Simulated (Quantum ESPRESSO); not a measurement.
# Magnetic state of CrB2 from several starts, part 2 of 3

Aim: find out which collinear order of CrB2 costs least.

Quantum ESPRESSO 7.5; PBEsol; plane waves with GBRV 1.5 PBEsol potentials, no spin-orbit coupling.

So far, absolute magnetization (μB): step 2 (run 1, typed as ferro +) 1.27.

**3. Run 2 (antiferro q=(0,1/2,0) +−)**

This order needs a doubled cell of 6 atoms. The wavevector q is in fractions of the reciprocal vectors of the crystal's primitive cell, as the cells of these inputs are built from it; moments change sign between cells as cos(2π q·R).

File pw.in:

```
&CONTROL
  calculation = 'scf'
  prefix = 'pwscf'
  outdir = './tmp'
  pseudo_dir = './pseudo'
  disk_io = 'nowf'
/
&SYSTEM
  ibrav = 0
  celldm(1) = 8
  nat = 6
  ntyp = 3
  ecutwfc = 40
  ecutrho = 280
  nbnd = 29
  occupations = 'smearing'
  smearing = 'fd'
  degauss = 0.00734986
  nspin = 2
  starting_magnetization(1) = 0.1786
  starting_magnetization(2) = -0.1786
  starting_magnetization(3) = 0
/
&ELECTRONS
  conv_thr = 1.2d-08
  electron_maxstep = 150
  mixing_beta = 0.3
/
ATOMIC_SPECIES
Cr1    51.9961 cr_pbesol_v1.5.uspp.F.UPF
Cr2    51.9961 cr_pbesol_v1.5.uspp.F.UPF
B      10.8100 b_pbesol_v1.4.uspp.F.UPF
CELL_PARAMETERS alat
   0.7015608237673    0.0000000000000    0.0000000000000
  -0.7015608237673    1.2151389913461    0.0000000000000
   0.0000000000000    0.0000000000000    0.7251824003251
ATOMIC_POSITIONS crystal
Cr1     0.0000000000    0.0000000000    0.0000000000
Cr2     0.0000000000    0.5000000000    0.0000000000
B       0.3333333333    0.3333333334    0.5000000000
B       0.3333333333    0.8333333333    0.5000000000
B       0.6666666667    0.1666666666    0.5000000000
B       0.6666666667    0.6666666666    0.5000000000
K_POINTS automatic
10 5 10 0 0 0
```

Run with:

```console
$ OMP_NUM_THREADS=1 mpirun -n 4 pw.x -nk 4 -in pw.in > pw.out
```

What it wrote:

```text
[banner, memory and clock lines left out]
Program PWSCF v.7.5 starts

     Message from routine setup:
     using ibrav=0 with symmetry is DISCOURAGED, use correct ibrav instead

     bravais-lattice index     =            0
     lattice parameter (alat)  =       8.0000  a.u.
     unit-cell volume          =     316.5254 (a.u.)^3
     number of atoms/cell      =            6
     number of atomic types    =            3
     number of electrons       =        40.00
     number of Kohn-Sham states=           29
     kinetic-energy cutoff     =      40.0000  Ry
     charge density cutoff     =     280.0000  Ry
     scf convergence threshold =      1.2E-08
     mixing beta               =       0.3000
     number of iterations used =            8  plain     mixing
     Exchange-correlation= SLA  PW   PSX  PSC
                           (   1   4  10   8   0   0   0)

     celldm(1)=   8.000000  celldm(2)=   0.000000  celldm(3)=   0.000000
     celldm(4)=   0.000000  celldm(5)=   0.000000  celldm(6)=   0.000000

     crystal axes: (cart. coord. in units of alat)
               a(1) = (   0.701561   0.000000   0.000000 )
               a(2) = (  -0.701561   1.215139   0.000000 )
               a(3) = (   0.000000   0.000000   0.725182 )

     reciprocal axes: (cart. coord. in units 2 pi/alat)
               b(1) = (  1.425393  0.822951 -0.000000 )
               b(2) = (  0.000000  0.822951  0.000000 )
               b(3) = (  0.000000 -0.000000  1.378963 )

     PseudoPot. # 1 for Cr read from file:
     cr_pbesol_v1.5.uspp.F.UPF
     Pseudo is Ultrasoft + core correction, Zval = 14.0

     PseudoPot. # 2 for Cr read from file:
     cr_pbesol_v1.5.uspp.F.UPF
     Pseudo is Ultrasoft + core correction, Zval = 14.0

     PseudoPot. # 3 for B  read from file:
     b_pbesol_v1.4.uspp.F.UPF
     Pseudo is Ultrasoft + core correction, Zval =  3.0

     atomic species   valence    mass     pseudopotential
     Cr1              14.00    51.99610     Cr( 1.00)
     Cr2              14.00    51.99610     Cr( 1.00)
     B                 3.00    10.81000     B ( 1.00)

     Starting magnetic structure
     atomic species   magnetization
     Cr1             0.179
     Cr2            -0.179
     B               0.000

      8 Sym. Ops., with inversion, found

   Cartesian axes

     site n.     atom                  positions (alat units)
         1        Cr1    tau(   1) = (   0.0000000   0.0000000   0.0000000  )
         2        Cr2    tau(   2) = (  -0.3507804   0.6075695   0.0000000  )
         3        B      tau(   3) = (  -0.0000000   0.4050463   0.3625912  )
         4        B      tau(   4) = (  -0.3507804   1.0126158   0.3625912  )
         5        B      tau(   5) = (   0.3507804   0.2025232   0.3625912  )
         6        B      tau(   6) = (   0.0000000   0.8100927   0.3625912  )

     number of k points=   108  Fermi-Dirac smearing, width (Ry)=  0.0073

     Number of k-points >= 100: set verbosity='high' to print them.

     Dense  grid:    25033 G-vectors     FFT dimensions: (  30,  60,  32)

     Smooth grid:    10819 G-vectors     FFT dimensions: (  24,  45,  24)

     Check: negative core charge=   -0.000006
     Generating pointlists ...
     new r_m :   0.2242 (alat units)  1.7940 (a.u.) for type    1
     new r_m :   0.2242 (alat units)  1.7940 (a.u.) for type    2
     new r_m :   0.1671 (alat units)  1.3367 (a.u.) for type    3

     Initial potential from superposition of free atoms

     starting charge      37.9988, renormalised to      40.0000

     negative rho (up, down):  1.650E-03 1.650E-03
     Starting wfcs are   36 randomized atomic wfcs

     Self-consistent Calculation

     iteration #  1     ecut=    40.00 Ry     beta= 0.30
     Davidson diagonalization with overlap
     ethr =  1.00E-02,  avg # of iterations =  3.3

     negative rho (up, down):  2.153E-03 2.153E-03

     total energy              =    -374.16882586 Ry
     estimated scf accuracy    <       7.80875291 Ry

     total magnetization       =     0.00 Bohr mag/cell
     absolute magnetization    =     1.59 Bohr mag/cell

     iteration #  2     ecut=    40.00 Ry     beta= 0.30
     Davidson diagonalization with overlap
     ethr =  1.00E-02,  avg # of iterations =  3.7

     negative rho (up, down):  1.782E-03 1.782E-03

     total energy              =    -375.74009258 Ry
     estimated scf accuracy    <       3.82651108 Ry

     total magnetization       =    -0.00 Bohr mag/cell
     absolute magnetization    =     3.56 Bohr mag/cell

     [... further iterations left out ...]

     iteration # 15     ecut=    40.00 Ry     beta= 0.30
     Davidson diagonalization with overlap
     ethr =  7.51E-11,  avg # of iterations =  2.3

     negative rho (up, down):  1.572E-03 1.572E-03

     total energy              =    -376.37698119 Ry
     estimated scf accuracy    <       0.00000002 Ry

     total magnetization       =     0.00 Bohr mag/cell
     absolute magnetization    =     2.77 Bohr mag/cell

     iteration # 16     ecut=    40.00 Ry     beta= 0.30
     Davidson diagonalization with overlap
     ethr =  4.86E-11,  avg # of iterations =  2.1

     negative rho (up, down):  1.572E-03 1.572E-03

     Magnetic moment per site  (integrated on atomic sphere of radius R)
     atom   1 (R=0.224)  charge= 11.8130  magn=  1.1973
     atom   2 (R=0.224)  charge= 11.8131  magn= -1.1973
     atom   3 (R=0.167)  charge=  1.3275  magn=  0.0074
     atom   4 (R=0.167)  charge=  1.3275  magn= -0.0074
     atom   5 (R=0.167)  charge=  1.3275  magn= -0.0074
     atom   6 (R=0.167)  charge=  1.3275  magn=  0.0074

     End of self-consistent calculation

     Number of k-points >= 100: set verbosity='high' to print the bands.

     the Fermi energy is    16.4604 ev

!    total energy              =    -376.37698120 Ry
     estimated scf accuracy    <          3.0E-09 Ry
     smearing contrib. (-TS)   =      -0.00798292 Ry
     internal energy E=F+TS    =    -376.36899828 Ry

     The total energy is F=E-TS. E is the sum of the following terms:
     one-electron contribution =    -138.71937367 Ry
     hartree contribution      =      91.71937285 Ry
     xc contribution           =     -56.63702950 Ry
     ewald contribution        =    -272.73196797 Ry

     total magnetization       =    -0.00 Bohr mag/cell
     absolute magnetization    =     2.77 Bohr mag/cell

     convergence has been achieved in  16 iterations
```

Elapsed: 45 s, on 4 MPI ranks of Arm Neoverse V2, shared host; peak memory 0.45 GiB; 3 min of CPU time.

Spin moment in the atom's sphere by atom:

```csv
atom,spin moment in the atom's sphere (μB)
Cr1,1.20
Cr2,-1.20
B3,0.01
B4,-0.01
B5,-0.01
B6,0.01
```

This step gave:

```
smearing term TS       : 0.1086 eV
magnetization          : 0 μB
absolute magnetization : 2.774 μB
final state            : antiferromagnetic
```

Spin density in the ab plane at fractional z = 0.500, with atoms of B within 0.2 Å of it.

Ten even steps from '_' (-2.13 × 1e-2 e/Å³) to '@' (2.13 × 1e-2 e/Å³):
```
**++++==--::::::::::--==++++**
++====--::::::::::::--====++++
----::::::--==--::::::----====
::::....::++++::....::::::::::
......::::==::::..............
::::--========--::::..______..
--++**%%%%%%**++--::..____..::
**##%%@@@@%%##**==--......--==
##%%@@@@@@%%####**++++++++**##
%%%%%%%%%%%%%%%%####++####%%%%
############%%%%##====##%%%%##
**++++****######**++**######**
======++++**############**++++
----====++**##########**++====
::--==++++**########**++++==--
--====++**##########**++====--
==++++**############**++++====
****######**++**######****++++
####%%%%##====##%%%%##########
%%%%%%####++####%%%%%%%%%%%%%%
####**++++++++**####%%@@@@@@%%
**==--......--==**##%%@@@@%%##
--::..____..::--++**%%%%%%**++
::..______..::::--========--::
................::::==::::....
::::::::::::....::++++::....::
--====----::::::--==--::::::--
++++++====--::::::::::::--====
****++++==--::::::::::--==++++
##**++====--::::::::--====++**
```
Columns run along a (3.0 Å), rows up along b (5.9 Å). Atoms in or near the plane, at fractional coordinates: B at (0.33, 0.33), B at (0.33, 0.83), B at (0.67, 0.17), B at (0.67, 0.67).

Valence density in the ab plane at fractional z = 0.500, with atoms of B within 0.2 Å of it. It is the smooth field of the valence electrons, not physical close to the nuclei.

Values in e/Å³, 24 rows by 15 columns, each cell a mean:
```
0.22 0.25 0.31 0.40 0.53 0.68 0.81 0.85 0.79 0.65 0.50 0.38 0.29 0.24 0.22
0.28 0.33 0.41 0.53 0.66 0.75 0.80 0.80 0.74 0.62 0.48 0.37 0.30 0.27 0.26
0.38 0.46 0.57 0.67 0.69 0.67 0.67 0.70 0.71 0.62 0.50 0.41 0.36 0.34 0.34
0.54 0.63 0.73 0.73 0.64 0.62 0.63 0.72 0.75 0.66 0.56 0.49 0.46 0.46 0.48
0.74 0.81 0.84 0.74 0.64 0.65 0.76 0.84 0.80 0.74 0.68 0.64 0.63 0.65 0.69
0.82 0.83 0.81 0.73 0.69 0.75 0.82 0.84 0.84 0.82 0.75 0.70 0.72 0.79 0.82
0.76 0.72 0.68 0.65 0.66 0.70 0.75 0.81 0.85 0.78 0.67 0.65 0.74 0.84 0.82
0.60 0.54 0.51 0.50 0.53 0.59 0.67 0.77 0.76 0.65 0.62 0.63 0.74 0.78 0.69
0.41 0.36 0.35 0.37 0.42 0.50 0.62 0.71 0.69 0.65 0.65 0.68 0.69 0.60 0.48
0.29 0.27 0.27 0.31 0.37 0.48 0.61 0.73 0.78 0.78 0.75 0.68 0.56 0.43 0.34
0.23 0.22 0.24 0.29 0.37 0.50 0.65 0.78 0.85 0.81 0.70 0.55 0.42 0.32 0.26
0.20 0.21 0.25 0.31 0.42 0.56 0.71 0.82 0.83 0.73 0.59 0.44 0.33 0.26 0.22
0.22 0.25 0.31 0.40 0.53 0.68 0.81 0.85 0.79 0.65 0.50 0.38 0.29 0.24 0.22
0.28 0.33 0.41 0.53 0.66 0.75 0.80 0.80 0.74 0.62 0.48 0.37 0.30 0.27 0.26
0.38 0.46 0.57 0.67 0.69 0.67 0.67 0.70 0.71 0.62 0.50 0.41 0.36 0.34 0.34
0.54 0.63 0.73 0.73 0.64 0.62 0.63 0.72 0.75 0.66 0.56 0.49 0.46 0.46 0.48
0.74 0.81 0.84 0.74 0.64 0.65 0.76 0.84 0.80 0.74 0.68 0.64 0.63 0.65 0.69
0.82 0.83 0.81 0.73 0.69 0.75 0.82 0.84 0.84 0.82 0.75 0.70 0.72 0.79 0.82
0.76 0.72 0.68 0.65 0.66 0.70 0.75 0.81 0.85 0.78 0.67 0.65 0.74 0.84 0.82
0.60 0.54 0.51 0.50 0.53 0.59 0.67 0.77 0.76 0.65 0.62 0.63 0.74 0.78 0.69
0.41 0.36 0.35 0.37 0.42 0.50 0.62 0.71 0.69 0.65 0.65 0.68 0.69 0.60 0.48
0.29 0.27 0.27 0.31 0.37 0.48 0.61 0.73 0.78 0.78 0.75 0.68 0.56 0.43 0.34
0.23 0.22 0.24 0.29 0.37 0.50 0.65 0.78 0.85 0.81 0.70 0.55 0.42 0.32 0.26
0.20 0.21 0.25 0.31 0.42 0.56 0.71 0.82 0.83 0.73 0.59 0.44 0.33 0.26 0.22
```
Columns run along a (3.0 Å), rows up along b (5.9 Å). Atoms in or near the plane, at fractional coordinates: B at (0.33, 0.33), B at (0.33, 0.83), B at (0.67, 0.17), B at (0.67, 0.67).

**4. Run 3 (antiferro q=(0,0,1/2) +−)**

The cell is doubled to 6 atoms to hold this order.

File pw.in:

```
&CONTROL
  calculation = 'scf'
  prefix = 'pwscf'
  outdir = './tmp'
  pseudo_dir = './pseudo'
  disk_io = 'nowf'
/
&SYSTEM
  ibrav = 0
  celldm(1) = 8
  nat = 6
  ntyp = 3
  ecutwfc = 40
  ecutrho = 280
  nbnd = 29
  occupations = 'smearing'
  smearing = 'fd'
  degauss = 0.00734986
  nspin = 2
  starting_magnetization(1) = 0.1786
  starting_magnetization(2) = -0.1786
  starting_magnetization(3) = 0
/
&ELECTRONS
  conv_thr = 1.2d-08
  electron_maxstep = 150
  mixing_beta = 0.3
/
ATOMIC_SPECIES
Cr1    51.9961 cr_pbesol_v1.5.uspp.F.UPF
Cr2    51.9961 cr_pbesol_v1.5.uspp.F.UPF
B      10.8100 b_pbesol_v1.4.uspp.F.UPF
CELL_PARAMETERS alat
   0.7015608237673    0.0000000000000    0.0000000000000
  -0.3507804118837    0.6075694956730    0.0000000000000
   0.0000000000000    0.0000000000000    1.4503648006503
ATOMIC_POSITIONS crystal
Cr1     0.0000000000    0.0000000000    0.0000000000
Cr2     0.0000000000    0.0000000000    0.5000000000
B       0.3333333333    0.6666666667    0.2500000000
B       0.3333333333    0.6666666667    0.7500000000
B       0.6666666667    0.3333333333    0.2500000000
B       0.6666666667    0.3333333333    0.7500000000
K_POINTS automatic
10 10 5 0 0 0
```

What it wrote:

```text
     [... lines left out ...]
Program PWSCF v.7.5 starts
     [... lines left out ...]
     number of atoms/cell      =            6
     [... lines left out ...]
     number of electrons       =        40.00
     number of Kohn-Sham states=           29
     kinetic-energy cutoff     =      40.0000  Ry
     charge density cutoff     =     280.0000  Ry
     scf convergence threshold =      1.2E-08
     [... lines left out ...]
     24 Sym. Ops., with inversion, found
     [... lines left out ...]
     number of k points=    42  Fermi-Dirac smearing, width (Ry)=  0.0073
     [... lines left out ...]
     iteration # 16     ecut=    40.00 Ry     beta= 0.30
     [... lines left out ...]
     Magnetic moment per site  (integrated on atomic sphere of radius R)
     atom   1 (R=0.224)  charge= 11.8109  magn=  1.2104
     atom   2 (R=0.224)  charge= 11.8108  magn= -1.2105
     atom   3 (R=0.167)  charge=  1.3289  magn=  0.0000
     atom   4 (R=0.167)  charge=  1.3289  magn=  0.0000
     atom   5 (R=0.167)  charge=  1.3289  magn=  0.0000
     atom   6 (R=0.167)  charge=  1.3289  magn=  0.0000
     [... lines left out ...]
     the Fermi energy is    16.4080 ev
!    total energy              =    -376.37030570 Ry
     estimated scf accuracy    <       0.00000001 Ry
     smearing contrib. (-TS)   =      -0.01262662 Ry
     [... lines left out ...]
     total magnetization       =    -0.00 Bohr mag/cell
     absolute magnetization    =     2.85 Bohr mag/cell
     convergence has been achieved in  16 iterations
```

Wall time 19 s (4 MPI ranks); peak memory 0.37 GiB; 76 s of CPU time.

Spin moment in the atom's sphere by atom:

```csv
atom,spin moment in the atom's sphere (μB)
Cr1,1.21
Cr2,-1.21
B3,0.00
B4,0.00
B5,0.00
B6,0.00
```

Numbers from this step:

```yaml
smearing_term_ts: 0.1718 eV
magnetization: 0 μB
absolute_magnetization: 2.851 μB
final_state: antiferromagnetic
```

**5. Start 4: no spin polarisation**

File pw.in:

```
&CONTROL
  calculation = 'scf'
  prefix = 'pwscf'
  outdir = './tmp'
  pseudo_dir = './pseudo'
  disk_io = 'nowf'
/
&SYSTEM
  ibrav = 0
  celldm(1) = 8
  nat = 3
  ntyp = 2
  ecutwfc = 40
  ecutrho = 280
  nbnd = 17
  occupations = 'smearing'
  smearing = 'fd'
  degauss = 0.00734986
/
&ELECTRONS
  conv_thr = 6d-09
  electron_maxstep = 150
  mixing_beta = 0.3
/
ATOMIC_SPECIES
Cr     51.9961 cr_pbesol_v1.5.uspp.F.UPF
B      10.8100 b_pbesol_v1.4.uspp.F.UPF
CELL_PARAMETERS alat
   0.7015608237673    0.0000000000000    0.0000000000000
  -0.3507804118837    0.6075694956730    0.0000000000000
   0.0000000000000    0.0000000000000    0.7251824003251
ATOMIC_POSITIONS crystal
Cr      0.0000000000    0.0000000000    0.0000000000
B       0.3333333333    0.6666666667    0.5000000000
B       0.6666666667    0.3333333333    0.5000000000
K_POINTS automatic
10 10 10 0 0 0
```

What it wrote:

```text
     [... lines left out ...]
Program PWSCF v.7.5 starts
     [... lines left out ...]
     number of atoms/cell      =            3
     [... lines left out ...]
     number of electrons       =        20.00
     number of Kohn-Sham states=           17
     kinetic-energy cutoff     =      40.0000  Ry
     charge density cutoff     =     280.0000  Ry
     scf convergence threshold =      6.0E-09
     [... lines left out ...]
     24 Sym. Ops., with inversion, found
     [... lines left out ...]
     number of k points=    84  Fermi-Dirac smearing, width (Ry)=  0.0073
     [... lines left out ...]
     iteration # 11     ecut=    40.00 Ry     beta= 0.30
     [... lines left out ...]
     the Fermi energy is    16.5498 ev
!    total energy              =    -188.18268181 Ry
     estimated scf accuracy    <          1.1E-09 Ry
     smearing contrib. (-TS)   =      -0.00651070 Ry
     [... lines left out ...]
     convergence has been achieved in  11 iterations
```

Run time: 4 s. Hardware: 4 MPI ranks; peak memory 0.24 GiB.

This step gave:

```yaml
smearing_term_ts: 0.08858 eV
final_state: non-magnetic (no spin polarisation)
```

**6. Energies of the orders**

An order is kept where moments of 0.15 μB or more survive with the typed signs; meshes match where a doubled cell samples the same k points as the first cell.

Orders:

```csv
start,final state,typed order kept,energy over the lowest (meV a seeded atom),largest site moment (μB),net moment (μB a cell of the first run),mesh matched,CPU time (s)
ferro +,ferromagnetic,yes,30.63,1.12,1.183,yes,34.64
"antiferro q=(0,1/2,0) +-",antiferromagnetic,yes,0,1.197,0,yes,179
"antiferro q=(0,0,1/2) +-",antiferromagnetic,yes,45.41,1.21,0,yes,75.71
no spin polarisation,non-magnetic,-,79.03,0,0,yes,15.56
```

**7. Couplings from the energies**

E = −Σ J e·e over ordered pairs of unit vectors, so each pair counts twice. As many shells are taken as there are differences of energy, so the couplings are solved for and no residual tests the model; further shells are folded in, and shells whose pairs keep their relative signs in all orders cancel and are not probed. Couplings from the energies:

```csv
pair,distance (Å),neighbours an atom,J (meV)
Cr-Cr,2.97,6,-3.828
Cr-Cr,3.07,2,3.696
```

**8. The lowest state again, with its states saved**

File pw.in:

```
&CONTROL
  calculation = 'scf'
  prefix = 'pwscf'
  outdir = './tmp'
  pseudo_dir = './pseudo'
  disk_io = 'low'
/
&SYSTEM
  ibrav = 0
  celldm(1) = 8
  nat = 6
  ntyp = 3
  ecutwfc = 40
  ecutrho = 280
  nbnd = 33
  occupations = 'smearing'
  smearing = 'fd'
  degauss = 0.00734986
  nspin = 2
  starting_magnetization(1) = 0.1786
  starting_magnetization(2) = -0.1786
  starting_magnetization(3) = 0
/
&ELECTRONS
  conv_thr = 1.2d-08
  electron_maxstep = 150
  mixing_beta = 0.3
/
ATOMIC_SPECIES
Cr1    51.9961 cr_pbesol_v1.5.uspp.F.UPF
Cr2    51.9961 cr_pbesol_v1.5.uspp.F.UPF
B      10.8100 b_pbesol_v1.4.uspp.F.UPF
CELL_PARAMETERS alat
   0.7015608237673    0.0000000000000    0.0000000000000
  -0.7015608237673    1.2151389913461    0.0000000000000
   0.0000000000000    0.0000000000000    0.7251824003251
ATOMIC_POSITIONS crystal
Cr1     0.0000000000    0.0000000000    0.0000000000
Cr2     0.0000000000    0.5000000000    0.0000000000
B       0.3333333333    0.3333333334    0.5000000000
B       0.3333333333    0.8333333333    0.5000000000
B       0.6666666667    0.1666666666    0.5000000000
B       0.6666666667    0.6666666666    0.5000000000
K_POINTS automatic
10 5 10 0 0 0
```

What it wrote:

```text
     [... lines left out ...]
Program PWSCF v.7.5 starts
     [... lines left out ...]
     number of atoms/cell      =            6
     [... lines left out ...]
     number of electrons       =        40.00
     number of Kohn-Sham states=           33
     kinetic-energy cutoff     =      40.0000  Ry
     charge density cutoff     =     280.0000  Ry
     scf convergence threshold =      1.2E-08
     [... lines left out ...]
      8 Sym. Ops., with inversion, found
     [... lines left out ...]
     number of k points=   108  Fermi-Dirac smearing, width (Ry)=  0.0073
     [... lines left out ...]
     iteration # 15     ecut=    40.00 Ry     beta= 0.30
     [... lines left out ...]
     Magnetic moment per site  (integrated on atomic sphere of radius R)
     atom   1 (R=0.224)  charge= 11.8130  magn=  1.1972
     atom   2 (R=0.224)  charge= 11.8131  magn= -1.1973
     atom   3 (R=0.167)  charge=  1.3274  magn=  0.0074
     atom   4 (R=0.167)  charge=  1.3274  magn= -0.0074
     atom   5 (R=0.167)  charge=  1.3274  magn= -0.0074
     atom   6 (R=0.167)  charge=  1.3274  magn=  0.0074
     [... lines left out ...]
     the Fermi energy is    16.4604 ev
!    total energy              =    -376.37698120 Ry
     estimated scf accuracy    <          5.8E-09 Ry
     smearing contrib. (-TS)   =      -0.00798235 Ry
     [... lines left out ...]
     total magnetization       =    -0.00 Bohr mag/cell
     absolute magnetization    =     2.77 Bohr mag/cell
     convergence has been achieved in  15 iterations
```

It took 46 s on 4 MPI ranks; peak memory 0.47 GiB; 3 min of CPU time.

Numbers from this step:

```
smearing term TS       : 0.1086 eV
magnetization          : 0 μB
absolute magnetization : 2.774 μB
final state            : antiferromagnetic
largest moment         : 1.197 μB
```

(Part 2 of 3 ends here.)

[Logs and program files are shortened in this print: banners, set-up blocks, solver, clock and traceback lines can be left out without a mark of their own.]

[Logs are printed without paths, hosts, clocks, repeated set-up lines and the standing remarks that a program may print on its own settings, such as how far it seeks lower states.]

[Hosts, paths, dates, database ids (printed as entryN), source tags and the programs' standing remarks are cut or masked in the printed files.]

[Where a cell is said to come from a database of computed structures, the database is the Materials Project.]
